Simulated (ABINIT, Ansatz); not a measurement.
**SnAs (Fm-3m): phonons by linear response**

How does SnAs (Fm-3m) vibrate, and is this structure a minimum?

Main program and level: ABINIT 10.8.3; DFT PBEsol, scalar-relativistic, plane waves, PseudoDojo norm-conserving pseudopotentials.

The database entry behind the starting cell differs from later determinations by our own check (an axis about 0.7 % short against later determinations), so it need not match the best structure at ambient conditions.

## (1) Starting point

It takes space group Fm-3m (No. 225, cubic). The conventional cell has a = 5.681 Å, b = 5.681 Å, c = 5.681 Å, α = 90.00°, β = 90.00°, γ = 90.00°. Nearest to Sn lie 6 As at 2.84 Å. Nearest to As lie 6 Sn at 2.84 Å. Farther neighbours are not listed.

## (2) A probe with smearing

A first run with smearing and empty bands tells whether the crystal has a gap, which decides between fixed occupations and smearing later on.

File probe.abi:

```
# ground state
tolvrs 1.0d-08
prtden 1
prtwf 1

# basis, mesh and filling
ecut 38.0
ngkpt 6 6 6
nshiftk 1
shiftk 0.0 0.0 0.0
istwfk *1
occopt 7
tsmear 0.005
nband 22
nstep 100
diemac 9.0
prtebands 0
prtgsr 0

# cell and atoms
acell 7.591168972 7.591168972 7.591168972
rprim 
    0.0 0.7071067812 0.7071067812
    0.7071067812 0.0 0.7071067812
    0.7071067812 0.7071067812 0.0
ntypat 2
znucl 50 33
natom 2
typat 1 2
xred 
    0.0 0.0 0.0
    0.5 0.5 0.5
pp_dirpath "./pseudo"
pseudos "Sn.upf, As.upf"
```

The run is started by

```console
OMP_NUM_THREADS=1 mpirun -n 16 abinit probe.abi > probe.log
```

Numbers of over 12 decimals in the logs are rounded to 6 here.

probe.abo, the main output file:

```text
[banners, grids, parts of the stress and lines that vanish by symmetry left out]
- input  file    -> probe.abi
- output file    -> probe.abo
- root for input  files -> probei
[...]
Symmetries : space group Fm -3 m (#225); Bravais cF (face-center cubic)
[...]
mpw =        3486          nfft =       91125          nkpt =          16
[...]
== DATASET  1 ==================================================================
[...]
cutoff_energies: {ecut:  38.0, pawecutdg:  -1.0, }
[...]
ETOT  1  -183.95270602365    -1.840E+02 9.860E-01 1.819E+01
 ETOT  2  -184.56411950586    -6.114E-01 1.011E-02 2.246E+01
 ETOT  3  -184.56723205537    -3.113E-03 9.966E-03 4.029E+00
 ETOT  4  -184.56788662944    -6.546E-04 6.988E-03 5.531E-02
 ETOT  5  -184.56789328790    -6.658E-06 5.197E-03 3.960E-03
 ETOT  6  -184.56789380697    -5.191E-07 1.145E-03 2.864E-04
 ETOT  7  -184.56789383896    -3.199E-08 7.460E-04 3.566E-05
 ETOT  8  -184.56789384390    -4.943E-09 2.170E-04 1.305E-07
 ETOT  9  -184.56789384392    -1.376E-11 3.585E-04 1.775E-09
 At SCF step    9       vres2   =  1.78E-09 < tolvrs=  1.00E-08 =>converged.
[...]
sigma(1 1)= -1.40793824E-05  sigma(3 2)=  0.00000000E+00
  sigma(2 2)= -1.40793824E-05  sigma(3 1)=  0.00000000E+00
  sigma(3 3)= -1.40793824E-05  sigma(2 1)=  0.00000000E+00
[...]
convergence: {deltae: -1.376E-11, res2:  1.775E-09, residm:  3.585E-04, diffor: null, }
etotal    :  -1.84567894E+02
[...]
sigma(1 1)= -1.40793824E-05  sigma(3 2)=  0.00000000E+00
  sigma(2 2)= -1.40793824E-05  sigma(3 1)=  0.00000000E+00
  sigma(3 3)= -1.40793824E-05  sigma(2 1)=  0.00000000E+00
[...]
- sigma(1 1)= -4.14229732E-01  sigma(3 2)=  0.00000000E+00
- sigma(2 2)= -4.14229732E-01  sigma(3 1)=  0.00000000E+00
- sigma(3 3)= -4.14229732E-01  sigma(2 1)=  0.00000000E+00
[...]
fcart     -0.0000000000E+00 -0.0000000000E+00 -0.0000000000E+00
           strten     -1.4079382403E-05 -1.4079382403E-05 -1.4079382403E-05
================================================================================

[key lines of the parts left out:]
pressure_GPa:   4.1423E-01
```

Wall time 6.2 s (16 MPI ranks of Arm Neoverse V1, shared host); 97 s of CPU time.

This step gave:

| Quantity | Value |
| --- | --- |
| volume per atom | 22.92 Å³ |
| pressure | 0.4142 GPa |
| gap on the k-mesh | 0 eV |

No gap opens on this mesh, so smearing is kept; the printed pressure holds the stress of the finite basis too.

## (3) Relaxation

The harmonic expansion needs vanishing forces, and a free crystal bears no stress, so cell and atoms are brought to rest. Stress is more sensitive to the basis than forces are: the last 3 Ha under the cutoff are smoothed with ecutsm, and the cutoff is raised above that of the later runs.

File relax.abi:

```
# relaxation
ionmov 2
optcell 2
dilatmx 1.08
ntime 40
tolmxf 1.0d-05
tolvrs 1.0d-14
prtwf 0
prtden 0
chksymtnons 0

# basis, mesh and filling
ecut 47.0
ecutsm 3.0
ngkpt 8 8 8
nshiftk 1
shiftk 0.0 0.0 0.0
istwfk *1
occopt 7
tsmear 0.01
nband 22
nstep 100
diemac 1000000.0
prtebands 0
prtgsr 0

# cell and atoms
acell 7.591168972 7.591168972 7.591168972
rprim 
    0.0 0.7071067812 0.7071067812
    0.7071067812 0.0 0.7071067812
    0.7071067812 0.7071067812 0.0
ntypat 2
znucl 50 33
natom 2
typat 1 2
xred 
    0.0 0.0 0.0
    0.5 0.5 0.5
pp_dirpath "./pseudo"
pseudos "Sn.upf, As.upf"
```

The run is started by

```console
OMP_NUM_THREADS=1 mpirun -n 16 abinit relax.abi > relax.log
```

relax.abo, the main output file:

```text
[banners, grids, parts of the stress and lines that vanish by symmetry left out]
- input  file    -> relax.abi
- output file    -> relax.abo
- root for input  files -> relaxi
[...]
Symmetries : space group Fm -3 m (#225); Bravais cF (face-center cubic)
[...]
mpw =        6022          nfft =      157464          nkpt =          29
[...]
== DATASET  1 ==================================================================
[...]
-    --> not optimal distribution: autoparal keyword recommended in input file <--
[...]
cutoff_energies: {ecut:  47.0, pawecutdg:  -1.0, }
[...]
ETOT  1  -183.89334839404    -1.839E+02 1.215E+00 3.968E+01
 ETOT  2  -184.56576085849    -6.724E-01 2.052E-02 3.282E+01
 ETOT  3  -184.56860628654    -2.845E-03 4.971E-03 4.509E+00
 ETOT  4  -184.56903107485    -4.248E-04 4.134E-03 3.175E-02
 ETOT  5  -184.56903302960    -1.955E-06 5.818E-04 2.509E-03
[...]
At SCF step   11       vres2   =  8.70E-15 < tolvrs=  1.00E-14 =>converged.
[...]
sigma(1 1)= -5.34517163E-05  sigma(3 2)=  0.00000000E+00
  sigma(2 2)= -5.34517163E-05  sigma(3 1)=  0.00000000E+00
  sigma(3 3)= -5.34517163E-05  sigma(2 1)=  0.00000000E+00
[...]
convergence: {deltae:  4.746E-12, res2:  8.697E-15, residm:  2.559E-04, diffor: null, }
etotal    :  -1.84569033E+02
[...]
ETOT  1  -184.56850052908    -1.846E+02 2.192E-04 9.980E+00
[...]
At SCF step   10       vres2   =  2.37E-15 < tolvrs=  1.00E-14 =>converged.
[...]
sigma(1 1)= -4.06702933E-05  sigma(3 2)=  0.00000000E+00
  sigma(2 2)= -4.06702933E-05  sigma(3 1)=  0.00000000E+00
  sigma(3 3)= -4.06702933E-05  sigma(2 1)=  0.00000000E+00
[...]
convergence: {deltae: -3.013E-12, res2:  2.366E-15, residm:  7.981E-05, diffor: null, }
etotal    :  -1.84569103E+02
[...]
ETOT  1  -184.56271041057    -1.846E+02 2.381E-05 1.065E+02
[...]
At SCF step   11       vres2   =  3.48E-16 < tolvrs=  1.00E-14 =>converged.
[...]
sigma(1 1)= -1.13983593E-06  sigma(3 2)=  0.00000000E+00
  sigma(2 2)= -1.13983593E-06  sigma(3 1)=  0.00000000E+00
  sigma(3 3)= -1.13983593E-06  sigma(2 1)=  0.00000000E+00
[...]
convergence: {deltae:  2.240E-11, res2:  3.485E-16, residm:  2.636E-06, diffor: null, }
etotal    :  -1.84569204E+02
[...]
ETOT  1  -184.56919838721    -1.846E+02 6.174E-06 9.000E-02
[...]
ETOT  9  -184.56920389270    -2.558E-13 4.347E-06 1.321E-14
 ETOT 10  -184.56920389270     7.958E-13 1.189E-06 2.770E-17
 At SCF step   10       vres2   =  2.77E-17 < tolvrs=  1.00E-14 =>converged.
[...]
sigma(1 1)= -2.59417552E-08  sigma(3 2)=  0.00000000E+00
  sigma(2 2)= -2.59417552E-08  sigma(3 1)=  0.00000000E+00
  sigma(3 3)= -2.59417552E-08  sigma(2 1)=  0.00000000E+00
[...]
convergence: {deltae:  7.958E-13, res2:  2.770E-17, residm:  1.189E-06, diffor: null, }
etotal    :  -1.84569204E+02
[...]
At Broyd/MD step   4, gradients are converged :
[...]
sigma(1 1)= -2.59417552E-08  sigma(3 2)=  0.00000000E+00
  sigma(2 2)= -2.59417552E-08  sigma(3 1)=  0.00000000E+00
  sigma(3 3)= -2.59417552E-08  sigma(2 1)=  0.00000000E+00
[...]
- sigma(1 1)= -7.63232789E-04  sigma(3 2)=  0.00000000E+00
- sigma(2 2)= -7.63232789E-04  sigma(3 1)=  0.00000000E+00
- sigma(3 3)= -7.63232789E-04  sigma(2 1)=  0.00000000E+00
[...]
fcart     -0.0000000000E+00 -0.0000000000E+00 -0.0000000000E+00
           strten     -2.5941755234E-08 -2.5941755213E-08 -2.5941755234E-08
================================================================================

[key lines of the parts left out:]
pressure_GPa:   7.6323E-04
Total energy (etotal) [Ha]= -1.84569203892699E+02
```

Wall time 54 s (16 MPI ranks); 14 min of CPU time.

The steps of the relaxation:

```csv
step,energy less that of the first step (eV),largest force (eV/Å),volume (Å³)
1,0.0000,0.0000,45.84
2,-0.0019,0.0000,46.06
3,-0.0046,0.0000,46.78
4,-0.0046,0.0000,46.80
```

```
conventional cell, symmetrised  before  after  change
                         a (Å)   5.681  5.721  +0.7 %
                         b (Å)   5.681  5.721  +0.7 %
                         c (Å)   5.681  5.721  +0.7 %
              volume (Å³/atom)   22.92  23.40  +2.1 %
```

Final coordinates:

```xyz
2
Lattice="0.0000 2.8603 2.8603 2.8603 0.0000 2.8603 2.8603 2.8603 0.0000" Properties=species:S:1:pos:R:3 pbc="T T T"
Sn    0.0000    0.0000    0.0000
As    2.8603    2.8603    2.8603
```

This step gave:

* volume per atom: 23.40 Å³
* pressure: 7.63e-4 GPa

The volume changes by +2.1 % in this run and stands +2.1 % from the first cell.

## (4) Ground state

First-order wavefunctions inherit every error of the ground state, hence the very tight tolvrs. Smearing stays on, as the first look found no gap above 0.3 eV.

File gs.abi:

```
# ground state
tolvrs 1.0d-16
prtden 1
prtwf 1

# basis, mesh and filling
ecut 38.0
ngkpt 8 8 8
nshiftk 1
shiftk 0.0 0.0 0.0
istwfk *1
occopt 7
tsmear 0.01
nband 22
nstep 100
diemac 1000000.0
prtebands 0
prtgsr 0

# cell and atoms
acell 7.644026325 7.644026325 7.644026325
rprim 
    0.0 0.7071067812 0.7071067812
    0.7071067812 0.0 0.7071067812
    0.7071067812 0.7071067812 0.0
ntypat 2
znucl 50 33
natom 2
typat 1 2
xred 
    0.0 0.0 0.0
    0.5 0.5 0.5
pp_dirpath "./pseudo"
pseudos "Sn.upf, As.upf"
```

The run is started by

```console
OMP_NUM_THREADS=1 mpirun -n 16 abinit gs.abi > gs.log
```

gs.abo, the main output file:

```text
[banners, grids, parts of the stress and lines that vanish by symmetry left out]
- input  file    -> gs.abi
- output file    -> gs.abo
- root for input  files -> gsi
[...]
Symmetries : space group Fm -3 m (#225); Bravais cF (face-center cubic)
[...]
mpw =        3582          nfft =       91125          nkpt =          29
[...]
== DATASET  1 ==================================================================
[...]
-    --> not optimal distribution: autoparal keyword recommended in input file <--
[...]
cutoff_energies: {ecut:  38.0, pawecutdg:  -1.0, }
[...]
ETOT  1  -184.01399919693    -1.840E+02 1.159E+00 2.550E+01
 ETOT  2  -184.56565845495    -5.517E-01 1.963E-02 1.758E+01
 ETOT  3  -184.56847366534    -2.815E-03 8.758E-03 2.127E+00
 ETOT  4  -184.56883215566    -3.585E-04 4.852E-03 1.549E-02
 ETOT  5  -184.56883387413    -1.718E-06 1.793E-03 1.010E-03
[...]
ETOT 12  -184.56883403197     1.961E-12 9.470E-05 2.920E-16
 ETOT 13  -184.56883403197    -1.052E-12 9.915E-05 2.311E-18
 At SCF step   13       vres2   =  2.31E-18 < tolvrs=  1.00E-16 =>converged.
[...]
sigma(1 1)=  2.73956233E-05  sigma(3 2)=  0.00000000E+00
  sigma(2 2)=  2.73956233E-05  sigma(3 1)=  0.00000000E+00
  sigma(3 3)=  2.73956233E-05  sigma(2 1)=  0.00000000E+00
[...]
convergence: {deltae: -1.052E-12, res2:  2.311E-18, residm:  9.915E-05, diffor: null, }
etotal    :  -1.84568834E+02
[...]
sigma(1 1)=  2.73956233E-05  sigma(3 2)=  0.00000000E+00
  sigma(2 2)=  2.73956233E-05  sigma(3 1)=  0.00000000E+00
  sigma(3 3)=  2.73956233E-05  sigma(2 1)=  0.00000000E+00
[...]
- sigma(1 1)=  8.06007065E-01  sigma(3 2)=  0.00000000E+00
- sigma(2 2)=  8.06007065E-01  sigma(3 1)=  0.00000000E+00
- sigma(3 3)=  8.06007065E-01  sigma(2 1)=  0.00000000E+00
[...]
fcart     -0.0000000000E+00 -0.0000000000E+00 -0.0000000000E+00
           strten      2.7395623324E-05  2.7395623324E-05  2.7395623324E-05
================================================================================

[key lines of the parts left out:]
pressure_GPa:  -8.0601E-01
```

It took 12 s on 16 MPI ranks; 3.1 min of CPU time.

This step gave:

```
pressure : -0.8060 GPa
```

The cell stands at -0.81 GPa: the relaxation ran with a smoothed and higher cutoff, and the difference is a stress of the finite basis.

(Continued in part 2 of 4.)

[Host names and launcher messages were left out of these logs when they were recorded.]

[Logs are printed without paths, hosts, clocks, repeated set-up lines and the standing remarks that a program may print on its own settings, such as how far it seeks lower states.]

[Hosts, paths, dates, database ids (printed as entryN), source tags and the programs' standing remarks are cut or masked in the printed files.]
